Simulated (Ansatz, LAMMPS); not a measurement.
# Site preference of Zn in place of Al in annealed particle of Al (140 atoms)

At which site of annealed particle of Al (140 atoms) does Zn in place of Al cost least, and what about the site decides it?

Calculated with Ansatz 0.2.0; Kohn-Sham DFT, PBEsol, PAW (set soft_1), plane waves.

**1. The structure**

The cell holds 140 atoms: 140 Al. Cell: a = 25.907 Å, b = 26.058 Å, c = 25.784 Å, α = 90.0°, β = 90.0°, γ = 90.0°. It derives from Al (fcc Al). 1 sphere(s) of radius 8.18 Å cut from fcc Al (a = 4.05 Å), in vacuum; annealed 20 ps at 500 K with the Finnis-Sinclair Al potential (Mendelev, file Al_mm.eam.fs of the LAMMPS distribution), cooled to 300 K. Vacuum lies along a, b and c.

**2. Single point at the start**

A single point comes first, to see the forces before anything moves.

input.yaml reads:

```yaml
crystal:
  lattice:
    - [25.90732, 0.0, 0.0]
    - [0.0, 26.05777, 0.0]
    - [0.0, 0.0, 25.78389]
  atoms:
    - { symbol: Al, position: [0.40957, 0.50098, 0.27643] }
    - { symbol: Al, position: [0.27436, 0.38394, 0.33902] }
    - { symbol: Al, position: [0.41005, 0.56908, 0.2] }
    - { symbol: Al, position: [0.23569, 0.45575, 0.39962] }
    - { symbol: Al, position: [0.32276, 0.48198, 0.33901] }
    - { symbol: Al, position: [0.28228, 0.5509, 0.4133] }
    - { symbol: Al, position: [0.36092, 0.32727, 0.33728] }
    - { symbol: Al, position: [0.3266, 0.40392, 0.42272] }
    - { symbol: Al, position: [0.43755, 0.20331, 0.43625] }
    - { symbol: Al, position: [0.25877, 0.62645, 0.49047] }
    - { symbol: Al, position: [0.20013, 0.5366, 0.47437] }
    - { symbol: Al, position: [0.20557, 0.46739, 0.54976] }
    - { symbol: Al, position: [0.29294, 0.48108, 0.49206] }
    - { symbol: Al, position: [0.25811, 0.5549, 0.55849] }
    - { symbol: Al, position: [0.23085, 0.39318, 0.47872] }
    - { symbol: Al, position: [0.26312, 0.31279, 0.40772] }
    - { symbol: Al, position: [0.29143, 0.41294, 0.56446] }
    - { symbol: Al, position: [0.2626, 0.47916, 0.64219] }
    - { symbol: Al, position: [0.31923, 0.32957, 0.49407] }
    - { symbol: Al, position: [0.46989, 0.65348, 0.22208] }
    - { symbol: Al, position: [0.36321, 0.41139, 0.27357] }
    - { symbol: Al, position: [0.49095, 0.51268, 0.21774] }
    - { symbol: Al, position: [0.47382, 0.58355, 0.29465] }
    - { symbol: Al, position: [0.45062, 0.34742, 0.28202] }
    - { symbol: Al, position: [0.5035, 0.4384, 0.29131] }
    - { symbol: Al, position: [0.53501, 0.29191, 0.30614] }
    - { symbol: Al, position: [0.3806, 0.64224, 0.27553] }
    - { symbol: Al, position: [0.34647, 0.64962, 0.4137] }
    - { symbol: Al, position: [0.4382, 0.66754, 0.35964] }
    - { symbol: Al, position: [0.41921, 0.74229, 0.43546] }
    - { symbol: Al, position: [0.37941, 0.567, 0.35349] }
    - { symbol: Al, position: [0.37572, 0.49137, 0.42803] }
    [... 102 atom lines left out ...]
    - { symbol: Al, position: [0.67821, 0.40282, 0.64851] }
    - { symbol: Al, position: [0.76635, 0.40524, 0.58313] }
    - { symbol: Al, position: [0.74554, 0.49692, 0.64585] }
    - { symbol: Al, position: [0.70139, 0.33002, 0.57091] }
    - { symbol: Al, position: [0.62644, 0.62277, 0.71163] }
    - { symbol: Al, position: [0.64624, 0.48598, 0.72096] }
kpoints:
  mp_grid: { grid: [1, 1, 1] }
hamiltonian:
  xc: pbesol
  pseudopotentials: { kind: paw, azcp: { folder: soft_1 }, xc_functional: pbe }
scf:
  occupations: { method: fermi_dirac, width: 0.1 }
output:
  forces: true
```

Run with:

```bash
$ ansatz run input.yaml --threads 16 --pin off --max-ram 31232MiB --backend cpu --events-out ev --progress --plain --runs-dir out
```

Numbers of over 12 decimals in the logs are rounded to 6 here.

What it wrote:

```text
[...]
Pseudopotentials: kind: paw
Pseudopotential: Al, paw, valence charge 3, recommended cutoff 420 eV (normal), soft_1/Al.paw.azcp
[... 3 lines on functional and potentials left out ...]
Crystal: 140 atoms, lattice volume = 17406.369 Å³
Basis set: ecut = 420 eV, 340199 PW (Γ), exchange–correlation on 360×360×360 points (8 copies of the dense FFT grid, shifted against one another)
Bands: 350, of which v1, the nominal top of the filled ones, is band 210 counted from 1 (209 counted from 0)
Symmetry: 1 space group operations
Space group: P1 (ITA 1), of the structure as read, at distance tolerance 2.6e-4 Å
k-points: 1
[... 4 lines on functional and potentials left out ...]
Initial density: superposition of atomic densities (neutral atoms: chi_scale 0, normalization atom)
Initial wavefunctions: pseudopotential atomic-orbital guess
[...]
SCF iter   1: F=—  HF=-73407.705721 eV  |F-HF|=—  |Δ(HF+E_count)|=         —  Δρ=1.30e-2  dr2=3.41e2  ethr=3.10e-3  ⟨swp⟩=9.0  Hψ=2299  notcnv=0  defer=6
preconditioner: auto → LDOS  [metal: Δε(μ)=0.028 eV  Ē_g=6.211 eV  σ=0.100 eV  W_gap=0.07  n_scr=924 (ndim 8)  ℏωp=5.8 eV  f_vac=0.739  D(μ)=60.05/eV (n_scr^D=146)  β→1.0]
[...]
SCF iter   9: F=—  HF=-73366.402418 eV  |F-HF|=—  |Δ(HF+E_count)|=   1.15e-5  Δρ=1.05e-6  dr2=5.31e-7  ethr=1.33e-9  ⟨swp⟩=3.0  Hψ=708  notcnv=0  defer=15
SCF iter  10: F=-73366.402419 eV  HF=-73366.402419 eV  |F-HF|=2.64e-7  |Δ(HF+E_count)|=   1.42e-6  Δρ=2.99e-7  dr2=3.71e-8  ethr=2.38e-11  ⟨swp⟩=5.0  Hψ=1005  notcnv=0
smearing: bands 209 to 210 share 2.016 electrons (they would hold 2.000 with every lower band full and every higher one empty; bands counted from 0; each is filled to between 0.4981 and 0.5097 of a full level; at each k-point the levels lie within 4.6e-3 eV, against a smearing width of 0.1000 eV). The entropy term TS of this state is 1.9886 eV
SCF 1 converged in 10 iterations: F = -73366.402419 eV  dr2 = 3.71e-8
[...]
SCF converged after 10 iterations
Free energy (F): -73366.402419 eV
Harris-Foulkes:  -73366.402419 eV  (|F-HF|=2.64e-7)
Internal energy: -73364.413854 eV  (E = F + TS)
E sigma→0 (E₀):  -73365.408136 eV
Entropy (-TS):   -1.988566 eV (-14.204 meV/atom)
Fermi energy:    -2.542679 eV
--- Per-component energies (eV) ---
[...]
Σ components = -73366.402419   (vs F -73366.402419, Δ=0.00e0)
--- Forces (eV/Å), atoms counted from 1 ---
  atom   1  Al    -0.32940089    -0.36456516     0.38918619
  atom   2  Al    -0.05668131     0.29078211    -0.96797623
  atom   3  Al    -0.07244399     0.56072784     0.10314781
  atom   4  Al    -0.08534707     0.65092496    -0.04360178
[...]
atom 140  Al     0.23249615    -0.05921573    -0.72576359
  max |Σ_I F_I| component: 2.36e-5 eV/Å
```

It took 50 s on 16 threads of Arm Neoverse V2, shared host; peak memory 17 GiB.

Notices of the run: open shared shell at semilocal close.

The r.m.s. force at the start is 0.44 eV/Å.

**3. Relaxation**

With the cell held, the atoms are moved downhill towards a nearby minimum.

input.yaml reads:

```yaml
crystal:
  lattice:
    - [25.90732, 0.0, 0.0]
    - [0.0, 26.05777, 0.0]
    - [0.0, 0.0, 25.78389]
  atoms:
    [... the 140 atom lines of step 2 ...]
kpoints:
  mp_grid: { grid: [1, 1, 1] }
hamiltonian:
  xc: pbesol
  pseudopotentials: { kind: paw, azcp: { folder: soft_1 }, xc_functional: pbe }
scf:
  occupations: { method: fermi_dirac, width: 0.1 }
output:
  forces: true
relax:
  f_tol: 0.05
  max_steps: 120
```

What it wrote:

```text
[...]
Crystal: 140 atoms, lattice volume = 17406.369 Å³
Basis set: ecut = 420 eV, 340199 PW (Γ), exchange–correlation on 360×360×360 points (8 copies of the dense FFT grid, shifted against one another)
Bands: 350, of which v1, the nominal top of the filled ones, is band 210 counted from 1 (209 counted from 0)
Symmetry: 1 space group operations
[...]
k-points: 1
[...]
SCF iter   1: F=—  HF=-73407.705734 eV  |F-HF|=—  |Δ(HF+E_count)|=         —  Δρ=1.30e-2  dr2=3.41e2  ethr=3.10e-3  ⟨swp⟩=9.0  Hψ=2299  notcnv=0  defer=6
[...]
SCF iter   7: F=—  HF=-73366.402359 eV  |F-HF|=—  |Δ(HF+E_count)|=   1.89e-4  Δρ=1.11e-5  dr2=6.06e-5  ethr=1.99e-7  ⟨swp⟩=2.0  Hψ=458  notcnv=0  defer=15
SCF iter   8: F=-73366.402417 eV  HF=-73366.402406 eV  |F-HF|=1.06e-5  |Δ(HF+E_count)|=   4.69e-5  Δρ=3.61e-6  dr2=5.44e-6  ethr=1.44e-8  ⟨swp⟩=4.0  Hψ=981  notcnv=0
[...]
SCF 1 converged in 8 iterations: F = -73366.402417 eV  dr2 = 5.44e-6
[...]
relax step   1: F+E_penalty+E_count = -73366.40241665 eV  Δ(F+E_penalty+E_count) = +0.000e0 eV  max|allowed force component| = 1.820e0 eV/Å  Δτ_max = 0.0000 Å  (8 SCF iters, dr2 threshold 6.25e-5 eV, accepted)
[... from here on, the SCF cycles and remarks between the steps are left out ...]
relax step   2: F+E_penalty+E_count = -73372.52345767 eV  Δ(F+E_penalty+E_count) = -6.121e0 eV  max|allowed force component| = 5.941e-1 eV/Å  Δτ_max = 0.1946 Å  (5 SCF iters, dr2 threshold 1.00e-4 eV, accepted)
relax step   3: F+E_penalty+E_count = -73374.74772484 eV  Δ(F+E_penalty+E_count) = -2.224e0 eV  max|allowed force component| = 2.355e-1 eV/Å  Δτ_max = 0.1984 Å  (6 SCF iters, dr2 threshold 2.21e-5 eV, accepted)
relax step   4: F+E_penalty+E_count = -73375.36950465 eV  Δ(F+E_penalty+E_count) = -6.218e-1 eV  max|allowed force component| = 1.489e-1 eV/Å  Δτ_max = 0.2000 Å  (6 SCF iters, dr2 threshold 5.91e-6 eV, accepted)
relax step   5: F+E_penalty+E_count = -73375.50172565 eV  Δ(F+E_penalty+E_count) = -1.322e-1 eV  max|allowed force component| = 5.850e-2 eV/Å  Δτ_max = 0.2000 Å  (6 SCF iters, dr2 threshold 3.48e-6 eV, accepted)
relax step   6: F+E_penalty+E_count = -73375.56202630 eV  Δ(F+E_penalty+E_count) = -6.030e-2 eV  max|allowed force component| = 8.876e-2 eV/Å  Δτ_max = 0.2000 Å  (7 SCF iters, accepted)
relax step   7: F+E_penalty+E_count = -73375.61076142 eV  Δ(F+E_penalty+E_count) = -4.874e-2 eV  max|allowed force component| = 1.284e-1 eV/Å  Δτ_max = 0.1976 Å  (8 SCF iters, accepted)
relax step   8: F+E_penalty+E_count = -73375.63653745 eV  Δ(F+E_penalty+E_count) = -2.578e-2 eV  max|allowed force component| = 8.693e-2 eV/Å  Δτ_max = 0.2000 Å  (5 SCF iters, dr2 threshold 1.65e-5 eV, accepted)
relax step   9: F+E_penalty+E_count = -73375.65293385 eV  Δ(F+E_penalty+E_count) = -1.640e-2 eV  max|allowed force component| = 4.565e-2 eV/Å  Δτ_max = 0.1939 Å  (5 SCF iters, dr2 threshold 3.47e-6 eV, accepted)
relax step  10: F+E_penalty+E_count = -73375.65293525 eV  Δ(F+E_penalty+E_count) = -1.404e-6 eV  max|allowed force component| = 4.560e-2 eV/Å  Δτ_max = 0.0000 Å  (4 SCF iters, accepted)
relax step  11: F+E_penalty+E_count = -73375.65988685 eV  Δ(F+E_penalty+E_count) = -6.952e-3 eV  max|allowed force component| = 3.363e-2 eV/Å  Δτ_max = 0.1908 Å  (7 SCF iters, accepted)
SCF converged after 7 iterations
Free energy (F): -73375.659887 eV
[...]
Internal energy: -73374.005755 eV  (E = F + TS)
E sigma→0 (E₀):  -73374.832821 eV
Entropy (-TS):   -1.654132 eV (-11.815 meV/atom)
Fermi energy:    -2.483255 eV
[...]
Σ components = -73375.659887   (vs F -73375.659887, Δ=0.00e0)
--- Forces (eV/Å), atoms counted from 1 ---
  atom   1  Al    -0.00245172     0.01779283    -0.00491716
  atom   2  Al    -0.00041899    -0.00209904     0.00057308
  atom   3  Al     0.00368517     0.01207764    -0.03003752
  atom   4  Al     0.00025270    -0.00100295     0.00321429
[...]
atom 140  Al     0.00235040    -0.00093937    -0.00258717
  max |Σ_I F_I| component: 3.55e-5 eV/Å
--- Relaxed structure (11 steps of the walk, 11 accepted, 0 SCFs on fresh bases) ---
  F+E_penalty+E_count = -73375.65988685 eV   max|allowed force component| = 3.363e-2 eV/Å
  atoms:
    - { symbol: Al, position: [0.407593, 0.492427, 0.274655] }
    - { symbol: Al, position: [0.266651, 0.391518, 0.334538] }
    - { symbol: Al, position: [0.403564, 0.580241, 0.221252] }
    - { symbol: Al, position: [0.236937, 0.466622, 0.405516] }
[...]
- { symbol: Al, position: [0.648163, 0.474471, 0.716157] }
```

The job ended after 5.4 min (16 threads; peak memory 17 GiB).

The relaxation converged after 11 steps, 9.26 eV below its start, with a largest force component of 0.034 eV/Å.

**4. Single point at the relaxed geometry**

The electronic structure is read at the final geometry, in a run of its own.

input.yaml reads:

```yaml
crystal:
  lattice:
    - [25.90732, 0.0, 0.0]
    - [0.0, 26.05777, 0.0]
    - [0.0, 0.0, 25.78389]
  atoms:
    - { symbol: Al, position: [0.40759, 0.49243, 0.27466] }
    - { symbol: Al, position: [0.26665, 0.39152, 0.33454] }
    - { symbol: Al, position: [0.40356, 0.58024, 0.22125] }
    - { symbol: Al, position: [0.23694, 0.46662, 0.40552] }
    - { symbol: Al, position: [0.32228, 0.48355, 0.34033] }
    - { symbol: Al, position: [0.29565, 0.557, 0.40912] }
    [... 128 atom lines left out ...]
    - { symbol: Al, position: [0.67628, 0.40088, 0.64466] }
    - { symbol: Al, position: [0.76304, 0.41578, 0.58329] }
    - { symbol: Al, position: [0.73568, 0.48888, 0.65691] }
    - { symbol: Al, position: [0.70381, 0.32883, 0.56891] }
    - { symbol: Al, position: [0.61662, 0.62981, 0.71001] }
    - { symbol: Al, position: [0.64816, 0.47447, 0.71616] }
kpoints:
  mp_grid: { grid: [1, 1, 1] }
hamiltonian:
  xc: pbesol
  pseudopotentials: { kind: paw, azcp: { folder: soft_1 }, xc_functional: pbe }
scf:
  occupations: { method: fermi_dirac, width: 0.1 }
output:
  forces: true
  populations: true
  dos:
    method: { smearing: { sigma: 0.15 } }
    de: 0.1
    projected: { site_lists: { Al: [Al] } }
  eigenvalues: true
  write_density: true
  write_potential: true
  volumetric_format: npy
  elf: true
```

What it wrote:

```text
[...]
Crystal: 140 atoms, lattice volume = 17406.369 Å³
Basis set: ecut = 420 eV, 340199 PW (Γ), exchange–correlation on 360×360×360 points (8 copies of the dense FFT grid, shifted against one another)
Bands: 350, of which v1, the nominal top of the filled ones, is band 210 counted from 1 (209 counted from 0)
Symmetry: 1 space group operations
[...]
k-points: 1
[...]
SCF iter   1: F=—  HF=-73417.153851 eV  |F-HF|=—  |Δ(HF+E_count)|=         —  Δρ=1.29e-2  dr2=3.70e2  ethr=3.10e-3  ⟨swp⟩=9.0  Hψ=2292  notcnv=0  defer=13
[...]
SCF iter  11: F=-73375.659878 eV  HF=-73375.659878 eV  |F-HF|=1.26e-7  |Δ(HF+E_count)|=   6.20e-7  Δρ=1.78e-7  dr2=1.68e-8  ethr=2.38e-11  ⟨swp⟩=46.0  Hψ=3723  notcnv=0
[...]
SCF 1 converged in 11 iterations: F = -73375.659878 eV  dr2 = 1.68e-8
[...]
WARN: The output density's exchange-correlation potential varies sharply where the density is thin. Do not read a vacuum level from v_tot or v_xc, or from such a field of the output density. On a cell that repeats whose density bears no net charge and no dipole along the vacuum's axis use v_es (v_loc + v_h of the components); [...]
SCF converged after 11 iterations
Free energy (F): -73375.659878 eV
[...]
Internal energy: -73374.005805 eV  (E = F + TS)
E sigma→0 (E₀):  -73374.832842 eV
Entropy (-TS):   -1.654073 eV (-11.815 meV/atom)
Fermi energy:    -2.483238 eV
[...]
--- Forces (eV/Å), atoms counted from 1 ---
  atom   1  Al    -0.00207564     0.01737853    -0.00508053
  atom   2  Al    -0.00018515    -0.00240319     0.00043817
  atom   3  Al     0.00449383     0.01233780    -0.02968642
  atom   4  Al     0.00004548    -0.00083937     0.00304017
  atom   5  Al    -0.00268748     0.00604117    -0.00273021
  atom   6  Al    -0.00536718     0.00240328     0.00581269
  atom   7  Al    -0.00057865     0.00107548     0.00238057
  atom   8  Al    -0.00086783     0.00083343     0.00218482
  atom   9  Al     0.00184392    -0.00031170     0.00155739
  atom  10  Al    -0.00274586     0.00033145     0.00117879
  atom  11  Al    -0.00022232    -0.00046136     0.00391360
  atom  12  Al    -0.00055885    -0.00181582    -0.00280869
  atom  13  Al    -0.00039953     0.00063643    -0.00181732
  atom  14  Al     0.00020464     0.00060429     0.00024425
[...]
atom 139  Al    -0.00041824     0.00067522    -0.00039575
  atom 140  Al     0.00283677    -0.00103446    -0.00286241
  max |Σ_I F_I| component: 9.27e-6 eV/Å
--- Band table (eV) ---
[...]
--- Löwdin populations: 140 sites ---
  site symbol       q [e]
     0     Al      3.0150
     1     Al      2.9516
     2     Al      2.9317
[...]
139     Al      2.9352
  spilling = 0.016852 (of n_electrons = 420.000000)
```

The job ended after 88 s (16 threads; peak memory 17 GiB; 22 min of CPU time).

The program notes that the exchange-correlation potential is rough where the density is thin.

Read from the output:

```
free energy                             : -73375.6599 eV
free energy per atom                    : -524.1119 eV/atom
SCF cycles                              : 11
r.m.s. force component                  : 0.00511 eV/Å
longest force                           : 0.03907 eV/Å
Fermi energy                            : -2.483 eV
levels partly filled by over 2 per cent : 22
spilling of the projection              : 0.01685
```

[end of part 1 of 2]

[Logs are printed without paths, hosts, clocks, repeated set-up lines and the standing remarks that a program may print on its own settings, such as how far it seeks lower states.]

[Hosts, paths, dates, database ids (printed as entryN), source tags and the programs' standing remarks are cut or masked in the printed files.]
